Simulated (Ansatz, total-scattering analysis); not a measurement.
# The surroundings of Se by a first difference

Two samples of amorphous 19GeSe2-81Se (mol %) (Ge 13.8, Se 86.2 atom %; 300 K, fixed volume (mean pressure 0.7 GPa); ρ₀ = 0.0328 Å⁻³) differ only in the isotope of Se: 76Se (b = 12.2 fm) and 82Se (b = 6.34 fm). Other lengths: Ge 8.185 fm. The data are simulated by ab initio molecular dynamics with Ansatz (PBE, plane waves, PAW set soft_1, Langevin thermostat, no spin, fixed volume). The average runs over 2.97 ps of 65 atoms, so shells between rare elements are rough. Mean temperature 289 K, largest m.s.d. 0.74 Å², energy drift -12 meV an atom (last third less first), Langevin friction 2 ps⁻¹; the first quarter of the run is discarded. Preparation: atoms packed at random with minimum distances, then 3.0 ps at 1400 K, 3.1 ps at 870 K and 3.1 ps at 460 K with a cheaper basis and a friction of 10 ps⁻¹ (mean temperature of the first stage 1398 K), too short to forget the start in full. So short a stretch relaxes bonds and nearest shells but still remembers its start. It is a glass that is still relaxing. A cell quenched within picoseconds keeps more over- and under-coordinated atoms than a real glass or film, so this is a model of such a quench. The potential energy falls by 12 meV an atom from the first to the last third of the average, so the sample is relaxing or ordering and this is no equilibrium average. The partials come from the cell's reciprocal vectors below 4 Å⁻¹ and from g(r) above; absorption, incoherent and inelastic scattering are left out. F(Q) = Σ ci cj bi bj (Sij − 1), in barn per steradian and atom:

```tsv
Q (Å⁻¹)	76Se	82Se	difference
0.6	-1.262	-0.376	-0.886
0.9	-1.041	-0.312	-0.730
1.2	-0.927	-0.259	-0.668
1.5	-0.698	-0.233	-0.464
1.8	-0.053	-0.067	0.014
2.1	0.252	0.063	0.189
2.4	-0.029	-0.010	-0.019
2.7	-0.183	-0.038	-0.144
3.0	-0.143	-0.035	-0.108
3.3	0.239	0.091	0.149
3.6	0.484	0.141	0.343
3.9	0.162	0.049	0.113
4.2	-0.298	-0.099	-0.199
4.5	-0.373	-0.125	-0.248
4.8	-0.188	-0.064	-0.124
5.1	0.016	0.009	0.007
5.4	0.166	0.060	0.106
5.7	0.193	0.067	0.126
6.0	0.103	0.035	0.068
6.3	-0.004	-0.003	-0.001
6.6	-0.057	-0.023	-0.033
6.9	-0.067	-0.026	-0.040
7.2	-0.079	-0.027	-0.052
7.5	-0.078	-0.023	-0.055
7.8	-0.020	-0.002	-0.018
8.1	0.059	0.022	0.037
8.4	0.100	0.033	0.067
8.7	0.083	0.026	0.056
9.0	0.019	0.004	0.015
9.3	-0.046	-0.018	-0.028
9.6	-0.072	-0.025	-0.046
9.9	-0.065	-0.021	-0.044
10.2	-0.032	-0.008	-0.024
10.5	0.020	0.009	0.011
10.8	0.056	0.020	0.036
```

The first difference in real space, ΔG(r), in barn (from the pair functions, so without the broadening of a finite Q range):

```csv
r (Å),first difference G(r)
1.70,-0.906
1.78,-0.906
1.86,-0.906
1.94,-0.906
2.02,-0.906
2.10,-0.906
2.18,-0.879
2.26,-0.191
2.34,1.768
2.42,2.124
2.50,0.746
2.58,-0.093
2.66,-0.448
2.74,-0.636
2.82,-0.662
2.90,-0.683
2.98,-0.667
3.06,-0.552
3.14,-0.483
3.22,-0.355
3.30,-0.282
3.38,-0.135
3.46,0.061
3.54,0.275
3.62,0.511
3.70,0.720
3.78,0.744
3.86,0.683
3.94,0.618
4.02,0.497
4.10,0.271
4.18,0.184
4.26,0.001
4.34,-0.003
4.42,-0.106
4.50,-0.168
4.58,-0.217
4.66,-0.166
4.74,-0.158
4.82,-0.218
4.90,-0.206
```

**Question.** Which pairs survive in the difference, and what is the first shell of Se?

Pairs without Se cancel. ΔG(r) = Σ W [g(r) − 1] with W = 2 c(Se) c(j) b(j) Δb, and c(Se)² (b₁² − b₂²) for Se–Se: Se–Ge 0.1144, Se–Se 0.8064 barn. At small r, ΔG → −ΣW = -0.921; in this finite cell the Se–Se term carries (N − 1)/N with N = 56 atoms of Se, which gives -0.906.

The first feature holds Se–Se (2.38 Å, 1.5 neighbours by the coordinates) and Ge–Se (2.44 Å, 0.6 neighbours by the coordinates) together, so its area gives only their weighted sum.

Shells of Se from the coordinates: Se–Se at 2.38 Å, 1.5 neighbours to 2.82 Å; Ge–Se at 2.44 Å, 0.6 neighbours to 3.00 Å (first peaks with a usable minimum only).

[Logs are printed without paths, hosts, clocks, repeated set-up lines and the standing remarks that a program may print on its own settings, such as how far it seeks lower states.]
